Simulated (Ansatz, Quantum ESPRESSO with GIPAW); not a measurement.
# Assigning the 15N lines of Si3N4

The values are calculated: DFT, PBEsol, plane-wave PAW (pslibrary 1.0.0 recipes), scalar-relativistic, GIPAW shieldings (Quantum ESPRESSO with GIPAW, a patched development version). Shieldings are without the macroscopic shape term, which is common to all sites.

```
Si N
1.0
     7.59500    0.00000    0.00000
    -3.79750    6.57746    0.00000
     0.00000    0.00000    2.90230
Si N
6 8
Direct
  0.17320 0.40637 0.82561
  0.40637 0.23316 0.32561
  0.23316 0.82680 0.82561
  0.82680 0.59363 0.32561
  0.59363 0.76684 0.82561
  0.76684 0.17320 0.32561
  0.66667 0.33333 0.32574
  0.33333 0.66667 0.82574
  0.32982 0.30086 0.82561
  0.30086 0.97105 0.32561
  0.97105 0.67018 0.82561
  0.67018 0.69914 0.32561
  0.69914 0.02895 0.82561
  0.02895 0.32982 0.32561
```

The cell is an entry of the Crystallography Open Database; it need not be the form that is stable at ambient conditions. The coordinates shown are those after relaxation (atoms relaxed).

The N sites:

```csv
site,atom no.,atoms in cell,site symmetry,surroundings,bonds (Å)
N(1),7,2,-6,bound to Si3,1.727
N(2),9,6,m,bound to Si3,1.734
```

The lines, in order of position:

```csv
line,σ_iso (ppm),relative area,span (ppm),skew
A,133.2,3,38.5,0.10
B,113.2,1,40.0,1.00
```

Simulated spectrum: 15N static powder, 16.4 T (70.8 MHz), lines broadened by 1.1 ppm; the axis counts ppm from the isotropic position of the most shielded site, as −Δσ; rigid lattice, with dipolar and J couplings left out.

offset (ppm), intensity and a bar:
```
     39.8       0.00 
     37.7       0.00 
     35.7       0.01 
     33.6       0.39 ############
     33.0       0.65 ####################
     31.8       0.37 ###########
     29.7       0.25 #######
     27.7       0.20 ######
     25.8       0.17 #####
     23.7       0.15 ####
     21.7       0.14 ####
     19.8       0.14 ####
     17.7       0.44 #############
     15.7       0.47 ##############
     13.6       0.49 ###############
     11.7       0.51 ###############
      9.7       0.53 ################
      7.6       0.57 #################
      5.7       0.62 ##################
      3.7       0.70 #####################
      1.6       0.97 #############################
      1.3       1.00 ##############################
     -0.3       0.76 #######################
     -2.3       0.63 ###################
     -4.4       0.56 #################
     -6.4       0.49 ###############
     -8.3       0.41 ############
    -10.4       0.38 ############
    -12.4       0.36 ###########
    -14.3       0.35 ##########
    -16.4       0.33 ##########
    -18.4       0.31 #########
    -20.3       0.07 ##
    -22.3       0.00 
    -24.4       0.00 
    -26.3       0.00
```

Most prominent maxima (ppm: height): 33.0: 0.65, 1.3: 1.00.

**Question.** Which site gives which line?

A: A is N(2) (bound to Si3); B is N(1) (bound to Si3). The areas settle A and B, whose multiplicities are unique. N(1) lies on an axis of order three or more, which demands an axial or isotropic tensor.

[Banner, clock, file and message-heading lines were taken out of the pw.x and gipaw.x logs.]

[Logs are printed without paths, hosts, clocks, repeated set-up lines and the standing remarks that a program may print on its own settings, such as how far it seeks lower states.]

[Hosts, paths, dates, database ids (printed as entryN), source tags and the programs' standing remarks are cut or masked in the printed files.]
